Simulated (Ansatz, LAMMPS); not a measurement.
## Elastic response of amorphous Ge (61 atoms)

Aim: relax amorphous Ge (61 atoms), then change its volume and shape to read moduli from the stress.

Main program and level: Ansatz 0.2.0; Kohn-Sham DFT, PBE, PAW (set soft_1), plane waves.

## Step 1: The structure

The cell holds 61 atoms: 61 Ge. Its edges and angles: a = 10.897 Å, b = 10.897 Å, c = 10.897 Å, α = 90.0°, β = 90.0°, γ = 90.0°. 61 atoms (61 Ge) placed at random at 5.68 g/cm³, melted at 3500 K for 10 ps at fixed volume with the Tersoff potential (Tersoff, Phys. Rev. B 39, 5566 (1989)). Quenched from 3500 K to 100 K at 5 K/ps and fixed volume, held 5 ps, then minimised at fixed cell.

What the set-up can't give: The quench rate of 5 K/ps far exceeds what a furnace or splat quench reaches, so expect more defects and frozen-in strain than in a real sample. The network of bonds at the start is that of the classical potential that made the cell, and needn't be the one that DFT or experiment would give. The Brillouin zone is sampled at Γ only.

## Step 2: Single point at the start

A single point comes first, to see the forces before anything moves.

Input file input.yaml:

```yaml
crystal:
  lattice:
    - [10.8974, 0.0, 0.0]
    - [0.0, 10.8974, 0.0]
    - [0.0, 0.0, 10.8974]
  atoms:
    - { symbol: Ge, position: [0.47201, 0.23269, 0.12765] }
    - { symbol: Ge, position: [0.61779, 0.69871, 0.83892] }
    - { symbol: Ge, position: [0.37493, 0.96518, 0.35572] }
    - { symbol: Ge, position: [0.9814, 0.20673, 0.85353] }
    - { symbol: Ge, position: [0.68478, 0.25374, 0.18943] }
    - { symbol: Ge, position: [0.93797, 0.6081, 0.72333] }
    - { symbol: Ge, position: [0.51158, 0.59883, 0.12463] }
    - { symbol: Ge, position: [0.30127, 0.61946, 0.254] }
    - { symbol: Ge, position: [0.61244, 0.87321, 0.68162] }
    - { symbol: Ge, position: [0.05829, 0.83717, 0.45508] }
    - { symbol: Ge, position: [0.75089, 0.3469, 0.57008] }
    - { symbol: Ge, position: [0.79438, 0.3868, 0.34919] }
    - { symbol: Ge, position: [0.71707, 0.53366, 0.70938] }
    - { symbol: Ge, position: [0.83584, 0.32287, 0.99982] }
    - { symbol: Ge, position: [0.00417, 0.91035, 0.05271] }
    - { symbol: Ge, position: [0.04158, 0.46876, 0.58663] }
    - { symbol: Ge, position: [0.80137, 0.90214, 0.55829] }
    - { symbol: Ge, position: [0.97877, 0.51019, 0.37842] }
    - { symbol: Ge, position: [0.33877, 0.68654, 0.62582] }
    - { symbol: Ge, position: [0.36234, 0.13261, 0.87569] }
    - { symbol: Ge, position: [0.4066, 0.00716, 0.05844] }
    - { symbol: Ge, position: [0.19197, 0.00309, 0.1788] }
    - { symbol: Ge, position: [0.87673, 0.10477, 0.4816] }
    - { symbol: Ge, position: [0.2688, 0.77102, 0.42215] }
    - { symbol: Ge, position: [0.97917, 0.82566, 0.67426] }
    - { symbol: Ge, position: [0.69243, 0.00654, 0.85301] }
    - { symbol: Ge, position: [0.67407, 0.1316, 0.38543] }
    - { symbol: Ge, position: [0.69998, 0.76531, 0.39909] }
    - { symbol: Ge, position: [0.64221, 0.55708, 0.30856] }
    - { symbol: Ge, position: [0.59488, 0.93985, 0.30023] }
    - { symbol: Ge, position: [0.55624, 0.21581, 0.56678] }
    - { symbol: Ge, position: [0.91137, 0.71747, 0.33866] }
    - { symbol: Ge, position: [0.08305, 0.57862, 0.8961] }
    - { symbol: Ge, position: [0.35164, 0.77214, 0.05613] }
    - { symbol: Ge, position: [0.96818, 0.50841, 0.06601] }
    - { symbol: Ge, position: [0.5673, 0.66101, 0.56252] }
    - { symbol: Ge, position: [0.34426, 0.20233, 0.3113] }
    - { symbol: Ge, position: [0.63489, 0.9551, 0.07425] }
    - { symbol: Ge, position: [0.36848, 0.32459, 0.50086] }
    - { symbol: Ge, position: [0.89108, 0.71785, 0.11712] }
    - { symbol: Ge, position: [0.19856, 0.84006, 0.72967] }
    - { symbol: Ge, position: [0.39836, 0.65748, 0.85508] }
    - { symbol: Ge, position: [0.25769, 0.47387, 0.63575] }
    - { symbol: Ge, position: [0.46063, 0.00706, 0.5714] }
    - { symbol: Ge, position: [0.65682, 0.38124, 0.87316] }
    - { symbol: Ge, position: [0.18628, 0.25711, 0.94529] }
    - { symbol: Ge, position: [0.09047, 0.0495, 0.39037] }
    - { symbol: Ge, position: [0.47006, 0.42066, 0.9954] }
    - { symbol: Ge, position: [0.67896, 0.73842, 0.04804] }
    - { symbol: Ge, position: [0.27506, 0.45349, 0.86491] }
    - { symbol: Ge, position: [0.57134, 0.19106, 0.79355] }
    - { symbol: Ge, position: [0.4433, 0.52382, 0.41298] }
    - { symbol: Ge, position: [0.17684, 0.18245, 0.5559] }
    - { symbol: Ge, position: [0.83626, 0.0876, 0.09936] }
    - { symbol: Ge, position: [0.28097, 0.03902, 0.69472] }
    - { symbol: Ge, position: [0.12918, 0.46854, 0.22068] }
    - { symbol: Ge, position: [0.9511, 0.19976, 0.26949] }
    - { symbol: Ge, position: [0.16212, 0.24513, 0.17566] }
    - { symbol: Ge, position: [0.15858, 0.78298, 0.9424] }
    - { symbol: Ge, position: [0.92121, 0.98601, 0.84771] }
    - { symbol: Ge, position: [0.96486, 0.26076, 0.63594] }
kpoints:
  mp_grid: { grid: [1, 1, 1] }
hamiltonian:
  xc: pbe
  pseudopotentials: { kind: paw, azcp: { folder: soft_1 } }
scf:
  occupations: { method: gaussian, width: 0.025 }
output:
  forces: true
```

Started as:

```sh
ansatz run input.yaml --threads 4 --pin off --max-ram 8192MiB --backend cpu --events-out ev --progress --plain --runs-dir out
```

Numbers of over 12 decimals in the logs are rounded to 6 here.

Output:

```text
[...]
Pseudopotentials: kind: paw
Pseudopotential: Ge, paw, valence charge 14, recommended cutoff 420 eV (normal), soft_1/Ge.paw.azcp
[... 5 lines on functional and potentials left out ...]
Crystal: 61 atoms, lattice volume = 1294.103 Å³
Basis set: ecut = 420 eV, 25341 PW (Γ), exchange–correlation on 150×150×150 points (8 copies of the dense FFT grid, shifted against one another)
Bands: 488, of which v1, the nominal top of the filled ones, is band 427 counted from 1 (426 counted from 0)
Symmetry: 1 space group operations
Space group: P1 (ITA 1), of the structure as read, at distance tolerance 1.1e-4 Å
k-points: 1
[... 3 lines on functional and potentials left out ...]
Initial density: superposition of atomic densities (chi_scale 0.1, normalization cell)
Initial wavefunctions: pseudopotential atomic-orbital guess
[...]
SCF iter   1: F=—  HF=-261975.045871 eV  |F-HF|=—  |Δ(HF+E_count)|=         —  Δρ=3.05e-2  dr2=1.22e1  ethr=3.10e-3  ⟨swp⟩=6.0  Hψ=1755  notcnv=0
preconditioner: auto → LDOS  [insulator: Δε(μ)=0.054 eV  Ē_g=21.334 eV  σ=0.025 eV  W_gap=0.88  n_scr=364 (ndim 8)  ℏωp=30.2 eV  f_vac=0.011  D(μ)=27.53/eV (n_scr^D=170)  ε∞_Penn≈3.0  β→1.0]
[...]
SCF iter  15: F=—  HF=-261973.688032 eV  |F-HF|=—  |Δ(HF+E_count)|=   6.30e-8  Δρ=2.42e-6  dr2=2.21e-7  ethr=6.51e-11  ⟨swp⟩=2.0  Hψ=862  notcnv=0  defer=55
SCF iter  16: F=-261973.688032 eV  HF=-261973.688032 eV  |F-HF|=4.39e-8  |Δ(HF+E_count)|=   2.76e-8  Δρ=1.24e-6  dr2=6.05e-8  ethr=1.17e-11  ⟨swp⟩=3.0  Hψ=1349  notcnv=0
SCF 1 converged in 16 iterations: F = -261973.688032 eV  dr2 = 6.05e-8
[...]
SCF converged after 16 iterations
Free energy (F): -261973.688032 eV
Harris-Foulkes:  -261973.688032 eV  (|F-HF|=4.39e-8)
Internal energy: -261973.654614 eV  (E = F + TS)
E sigma→0 (E₀):  -261973.671323 eV
Entropy (-TS):   -0.033418 eV (-0.548 meV/atom)
Fermi energy:    9.262668 eV
--- Per-component energies (eV) ---
[...]
Σ components = -261973.688032   (vs F -261973.688032, Δ=0.00e0)
--- Forces (eV/Å), atoms counted from 1 ---
  atom   1  Ge    -0.03126512     0.02655493    -0.15348439
  atom   2  Ge     0.16555183     0.23279704    -0.45902422
  atom   3  Ge     0.49096440    -0.06924938     0.13058585
  atom   4  Ge     0.04275780     0.10291908     0.06239738
[...]
atom  61  Ge     0.33241520     0.29267841     0.02859669
  max |Σ_I F_I| component: 2.75e-5 eV/Å
```

The job ended after 36 s (4 threads of Arm Neoverse V1, shared host; peak memory 1.9 GiB).

The r.m.s. force at the start is 0.26 eV/Å.

## Step 3: Cell and atoms relaxed

The cell is relaxed with the atoms, since the starting lattice needn't suit this functional.

Input file input.yaml:

```yaml
crystal:
  lattice:
    - [10.8974, 0.0, 0.0]
    - [0.0, 10.8974, 0.0]
    - [0.0, 0.0, 10.8974]
  atoms:
    [... the 61 atom lines of step 2 ...]
kpoints:
  mp_grid: { grid: [1, 1, 1] }
hamiltonian:
  xc: pbe
  pseudopotentials: { kind: paw, azcp: { folder: soft_1 } }
scf:
  occupations: { method: gaussian, width: 0.025 }
output:
  forces: true
relax:
  f_tol: 0.05
  max_steps: 150
  cell: {}
```

Output:

```text
[...]
Crystal: 61 atoms, lattice volume = 1294.103 Å³
Basis set: ecut = 420 eV, 25341 PW (Γ), exchange–correlation on 150×150×150 points (8 copies of the dense FFT grid, shifted against one another)
Bands: 513, of which v1, the nominal top of the filled ones, is band 427 counted from 1 (426 counted from 0)
Symmetry: 1 space group operations
[...]
k-points: 1
[...]
SCF iter   1: F=—  HF=-261975.044679 eV  |F-HF|=—  |Δ(HF+E_count)|=         —  Δρ=3.05e-2  dr2=1.22e1  ethr=3.10e-3  ⟨swp⟩=6.0  Hψ=1826  notcnv=0
[...]
SCF iter  16: F=-261973.688032 eV  HF=-261973.688032 eV  |F-HF|=4.34e-8  |Δ(HF+E_count)|=   2.71e-8  Δρ=1.23e-6  dr2=5.96e-8  ethr=1.17e-11  ⟨swp⟩=3.0  Hψ=1374  notcnv=0
SCF 1 converged in 16 iterations: F = -261973.688032 eV  dr2 = 5.96e-8
[...]
relax step   1: F+E_penalty+E_count = -261973.68803230 eV  Δ(F+E_penalty+E_count) = +0.000e0 eV  max|allowed force component| = 7.626e-1 eV/Å  Δτ_max = 0.0000 Å  P = +6.981 GPa  Ω = 1294.103 Å³  (16 SCF iters, dr2 threshold 1.00e-7 eV, accepted)
[... from here on, the SCF cycles and remarks between the steps are left out ...]
relax step   2: F+E_penalty+E_count = -261977.48530402 eV  Δ(F+E_penalty+E_count) = -3.797e0 eV  max|allowed force component| = 3.475e-1 eV/Å  Δτ_max = 0.1254 Å  P = +0.698 GPa  Ω = 1417.204 Å³  energy of the carried Pulay correction = -2.451e-2 eV  (8 SCF iters, dr2 threshold 6.10e-6 eV, accepted)
relax step   3: F+E_penalty+E_count = -261978.17153660 eV  Δ(F+E_penalty+E_count) = -6.862e-1 eV  max|allowed force component| = 3.284e-1 eV/Å  Δτ_max = 0.1679 Å  P = -0.239 GPa  Ω = 1440.282 Å³  energy of the carried Pulay correction = -2.886e-2 eV  (10 SCF iters, dr2 threshold 6.10e-6 eV, accepted)
relax step   4: F+E_penalty+E_count = -261978.46717207 eV  Δ(F+E_penalty+E_count) = -2.956e-1 eV  max|allowed force component| = 2.482e-1 eV/Å  Δτ_max = 0.1948 Å  P = -0.476 GPa  Ω = 1446.491 Å³  energy of the carried Pulay correction = -3.002e-2 eV  (9 SCF iters, dr2 threshold 6.10e-6 eV, accepted)
relax step   5: F+E_penalty+E_count = -261978.64651214 eV  Δ(F+E_penalty+E_count) = -1.793e-1 eV  max|allowed force component| = 2.520e-1 eV/Å  Δτ_max = 0.1740 Å  P = -0.227 GPa  Ω = 1440.208 Å³  energy of the carried Pulay correction = -2.885e-2 eV  (9 SCF iters, dr2 threshold 3.85e-6 eV, accepted)
relax step   6: F+E_penalty+E_count = -261978.80839567 eV  Δ(F+E_penalty+E_count) = -1.619e-1 eV  max|allowed force component| = 2.895e-1 eV/Å  Δτ_max = 0.1953 Å  P = +0.087 GPa  Ω = 1432.838 Å³  energy of the carried Pulay correction = -2.747e-2 eV  (9 SCF iters, dr2 threshold 3.97e-6 eV, accepted)
relax step   7: F+E_penalty+E_count = -261978.98276854 eV  Δ(F+E_penalty+E_count) = -1.744e-1 eV  max|allowed force component| = 3.044e-1 eV/Å  Δτ_max = 0.1643 Å  P = +0.337 GPa  Ω = 1426.097 Å³  energy of the carried Pulay correction = -2.620e-2 eV  (10 SCF iters, dr2 threshold 5.24e-6 eV, accepted)
relax step   8: F+E_penalty+E_count = -261979.30391201 eV  Δ(F+E_penalty+E_count) = -3.211e-1 eV  max|allowed force component| = 3.454e-1 eV/Å  Δτ_max = 0.1907 Å  P = +0.312 GPa  Ω = 1425.669 Å³  energy of the carried Pulay correction = -2.612e-2 eV  (10 SCF iters, dr2 threshold 5.79e-6 eV, accepted)
relax step   9: F+E_penalty+E_count = -261979.73510808 eV  Δ(F+E_penalty+E_count) = -4.312e-1 eV  max|allowed force component| = 4.853e-1 eV/Å  Δτ_max = 0.1967 Å  P = +0.108 GPa  Ω = 1430.982 Å³  energy of the carried Pulay correction = -2.712e-2 eV  (10 SCF iters, dr2 threshold 6.10e-6 eV, accepted)
relax step  10: F+E_penalty+E_count = -261980.13059951 eV  Δ(F+E_penalty+E_count) = -3.955e-1 eV  max|allowed force component| = 3.913e-1 eV/Å  Δτ_max = 0.1957 Å  P = -0.075 GPa  Ω = 1438.674 Å³  energy of the carried Pulay correction = -2.856e-2 eV  (9 SCF iters, dr2 threshold 6.10e-6 eV, accepted)
relax step  11: F+E_penalty+E_count = -261980.52541741 eV  Δ(F+E_penalty+E_count) = -3.948e-1 eV  max|allowed force component| = 2.549e-1 eV/Å  Δτ_max = 0.1950 Å  P = -0.120 GPa  Ω = 1443.233 Å³  energy of the carried Pulay correction = -2.941e-2 eV  (9 SCF iters, dr2 threshold 6.10e-6 eV, accepted)
relax step  12: F+E_penalty+E_count = -261980.87902091 eV  Δ(F+E_penalty+E_count) = -3.536e-1 eV  max|allowed force component| = 2.628e-1 eV/Å  Δτ_max = 0.1949 Å  P = -0.055 GPa  Ω = 1444.326 Å³  energy of the carried Pulay correction = -2.962e-2 eV  (9 SCF iters, dr2 threshold 4.06e-6 eV, accepted)
relax step  13: F+E_penalty+E_count = -261981.09559014 eV  Δ(F+E_penalty+E_count) = -2.166e-1 eV  max|allowed force component| = 2.032e-1 eV/Å  Δτ_max = 0.2000 Å  P = -0.047 GPa  Ω = 1446.069 Å³  energy of the carried Pulay correction = -2.994e-2 eV  (9 SCF iters, dr2 threshold 4.32e-6 eV, accepted)
relax step  14: F+E_penalty+E_count = -261981.24579920 eV  Δ(F+E_penalty+E_count) = -1.502e-1 eV  max|allowed force component| = 1.272e-1 eV/Å  Δτ_max = 0.1948 Å  P = +0.010 GPa  Ω = 1444.851 Å³  energy of the carried Pulay correction = -2.972e-2 eV  (9 SCF iters, dr2 threshold 2.58e-6 eV, accepted)
relax step  15: F+E_penalty+E_count = -261981.34892212 eV  Δ(F+E_penalty+E_count) = -1.031e-1 eV  max|allowed force component| = 1.533e-1 eV/Å  Δτ_max = 0.1951 Å  P = -0.003 GPa  Ω = 1444.227 Å³  energy of the carried Pulay correction = -2.960e-2 eV  (11 SCF iters, dr2 threshold 1.01e-6 eV, accepted)
relax step  16: F+E_penalty+E_count = -261981.44167237 eV  Δ(F+E_penalty+E_count) = -9.275e-2 eV  max|allowed force component| = 2.006e-1 eV/Å  Δτ_max = 0.1953 Å  P = -0.001 GPa  Ω = 1442.009 Å³  energy of the carried Pulay correction = -2.919e-2 eV  (11 SCF iters, dr2 threshold 1.47e-6 eV, accepted)
relax step  17: F+E_penalty+E_count = -261981.61468233 eV  Δ(F+E_penalty+E_count) = -1.730e-1 eV  max|allowed force component| = 2.292e-1 eV/Å  Δτ_max = 0.1933 Å  P = -0.056 GPa  Ω = 1440.046 Å³  energy of the carried Pulay correction = -2.882e-2 eV  (10 SCF iters, dr2 threshold 2.52e-6 eV, accepted)
relax step  18: F+E_penalty+E_count = -261981.89712383 eV  Δ(F+E_penalty+E_count) = -2.824e-1 eV  max|allowed force component| = 3.387e-1 eV/Å  Δτ_max = 0.1955 Å  P = -0.115 GPa  Ω = 1440.636 Å³  energy of the carried Pulay correction = -2.893e-2 eV  (11 SCF iters, dr2 threshold 3.28e-6 eV, accepted)
relax step  19: F+E_penalty+E_count = -261982.14016132 eV  Δ(F+E_penalty+E_count) = -2.430e-1 eV  max|allowed force component| = 1.597e-1 eV/Å  Δτ_max = 0.1952 Å  P = -0.116 GPa  Ω = 1441.791 Å³  energy of the carried Pulay correction = -2.915e-2 eV  (8 SCF iters, dr2 threshold 6.10e-6 eV, accepted)
relax step  20: F+E_penalty+E_count = -261982.22297865 eV  Δ(F+E_penalty+E_count) = -8.282e-2 eV  max|allowed force component| = 3.024e-1 eV/Å  Δτ_max = 0.1824 Å  P = -0.007 GPa  Ω = 1441.359 Å³  energy of the carried Pulay correction = -2.906e-2 eV  (10 SCF iters, dr2 threshold 1.59e-6 eV, accepted)
relax step  21: F+E_penalty+E_count = -261982.26044408 eV  Δ(F+E_penalty+E_count) = -3.747e-2 eV  max|allowed force component| = 2.463e-1 eV/Å  Δτ_max = 0.1011 Å  P = -0.006 GPa  Ω = 1441.117 Å³  energy of the carried Pulay correction = -2.902e-2 eV  (8 SCF iters, dr2 threshold 5.71e-6 eV, accepted)
relax step  22: F+E_penalty+E_count = -261982.25990984 eV  Δ(F+E_penalty+E_count) = +5.342e-4 eV  max|allowed force component| = 1.912e-1 eV/Å  Δτ_max = 0.1950 Å  P = +0.014 GPa  Ω = 1443.472 Å³  energy of the carried Pulay correction = -2.946e-2 eV  (9 SCF iters, dr2 threshold 3.79e-6 eV, rejected (line search))
relax step  23: F+E_penalty+E_count = -261982.32838604 eV  Δ(F+E_penalty+E_count) = -6.794e-2 eV  max|allowed force component| = 8.486e-2 eV/Å  Δτ_max = 0.0950 Å  P = +0.005 GPa  Ω = 1442.846 Å³  energy of the carried Pulay correction = -2.934e-2 eV  (15 SCF iters, accepted)
relax step  24: F+E_penalty+E_count = -261982.33949969 eV  Δ(F+E_penalty+E_count) = -1.111e-2 eV  max|allowed force component| = 6.661e-2 eV/Å  Δτ_max = 0.0500 Å  P = -0.015 GPa  Ω = 1444.310 Å³  energy of the carried Pulay correction = -2.962e-2 eV  (9 SCF iters, dr2 threshold 4.50e-7 eV, accepted)
relax step  25: F+E_penalty+E_count = -261982.34868638 eV  Δ(F+E_penalty+E_count) = -9.187e-3 eV  max|allowed force component| = 3.961e-2 eV/Å  Δτ_max = 0.0602 Å  P = -0.016 GPa  Ω = 1444.792 Å³  energy of the carried Pulay correction = -2.971e-2 eV  (9 SCF iters, dr2 threshold 2.77e-7 eV, accepted)
relax step  26: F+E_penalty+E_count = -261982.35478246 eV  Δ(F+E_penalty+E_count) = -6.096e-3 eV  max|allowed force component| = 3.177e-2 eV/Å  Δτ_max = 0.0584 Å  P = -0.012 GPa  Ω = 1444.953 Å³  energy of the carried Pulay correction = -2.974e-2 eV  (12 SCF iters, dr2 threshold 8.49e-9 eV, accepted)
relax step  27: F+E_penalty+E_count = -261982.46252853 eV  Δ(F+E_penalty+E_count) = -1.077e-1 eV  max|allowed force component| = 3.321e-2 eV/Å  Δτ_max = 0.0000 Å  P = +0.087 GPa  Ω = 1444.953 Å³  stress off target by 2.27e-1 GPa  SCF on the basis re-selected at this cell (its energy is not comparable with the rows above)  (11 SCF iters)
relax step  28: F+E_penalty+E_count = -261982.46853855 eV  Δ(F+E_penalty+E_count) = -6.010e-3 eV  max|allowed force component| = 2.920e-2 eV/Å  Δτ_max = 0.0395 Å  P = -0.019 GPa  Ω = 1447.925 Å³  energy of the carried Pulay correction = -4.976e-4 eV  (11 SCF iters, dr2 threshold 1.28e-7 eV, accepted)
relax step  29: F+E_penalty+E_count = -261982.46921503 eV  Δ(F+E_penalty+E_count) = -6.765e-4 eV  max|allowed force component| = 2.919e-2 eV/Å  Δτ_max = 0.0000 Å  P = -0.020 GPa  Ω = 1447.925 Å³  stress off target by 4.37e-2 GPa  SCF on the basis re-selected at this cell (its energy is not comparable with the rows above)  (5 SCF iters)
[...]
SCF converged after 5 iterations
Free energy (F): -261982.469215 eV
[...]
Internal energy: -261982.469215 eV  (E = F + TS)
E sigma→0 (E₀):  -261982.469215 eV
Fermi energy:    7.628470 eV
[...]
--- Forces (eV/Å), atoms counted from 1 ---
  atom   1  Ge    -0.00779838    -0.00734637    -0.00999917
  atom   2  Ge    -0.00831848    -0.01087937     0.00819727
  atom   3  Ge     0.00555138     0.00303879     0.00312868
  atom   4  Ge    -0.00678053     0.00181842     0.00889058
  atom   5  Ge     0.00163360     0.01376354    -0.00297805
  atom   6  Ge     0.00025189    -0.00488939     0.00987545
  atom   7  Ge    -0.00452950    -0.00713034    -0.00668132
  atom   8  Ge    -0.00838180    -0.01069584    -0.00722536
  atom   9  Ge    -0.00445665     0.00022026    -0.00289825
  atom  10  Ge    -0.00410572    -0.01148515     0.00022449
  atom  11  Ge     0.00146559    -0.00652080     0.00470262
  atom  12  Ge     0.00061921    -0.02919253    -0.02066859
  atom  13  Ge     0.00648979     0.00834251    -0.01679412
  atom  14  Ge    -0.00387713    -0.00820436    -0.00232939
[...]
atom  60  Ge     0.00217209    -0.00050020    -0.00746037
  atom  61  Ge    -0.00585446    -0.00570649    -0.01589954
  max |Σ_I F_I| component: 2.59e-6 eV/Å
--- Stress (GPa, compression-positive) ---
        0.014119       0.000159       0.010451
        0.000159      -0.031518       0.002484
        0.010451       0.002484      -0.041330
  P = ⅓ Tr σ = -0.0196 GPa (-0.196 kbar)
--- Relaxed structure (27 steps of the walk, 26 accepted, 2 SCFs on fresh bases) ---
  F+E_penalty+E_count = -261982.46921503 eV   max|allowed force component| = 2.919e-2 eV/Å   (the final SCF, on the basis selected at the relaxed cell)
  cell:  # Å, volume = 1447.9255 Å³
    - [10.253170, -0.054238, -0.262585]
    - [-0.054238, 12.271721, 0.022096]
    - [-0.262585, 0.022096, 11.514571]
  atoms:
    - { symbol: Ge, position: [0.437191, 0.279282, 0.154411] }
    - { symbol: Ge, position: [0.610022, 0.712080, 0.825338] }
    - { symbol: Ge, position: [0.412928, 0.909415, 0.408121] }
    - { symbol: Ge, position: [0.983978, 0.239214, 0.829581] }
[...]
- { symbol: Ge, position: [0.954225, 0.259976, 0.617566] }
```

Run time: 12 min. Hardware: 4 threads; peak memory 2.2 GiB; 47 min of CPU time.

The relaxation converged after 27 steps, with a largest force component of 0.029 eV/Å.

(Continued in part 2 of 3.)

[Logs are printed without paths, hosts, clocks, repeated set-up lines and the standing remarks that a program may print on its own settings, such as how far it seeks lower states.]

[Hosts, paths, dates, database ids (printed as entryN), source tags and the programs' standing remarks are cut or masked in the printed files.]
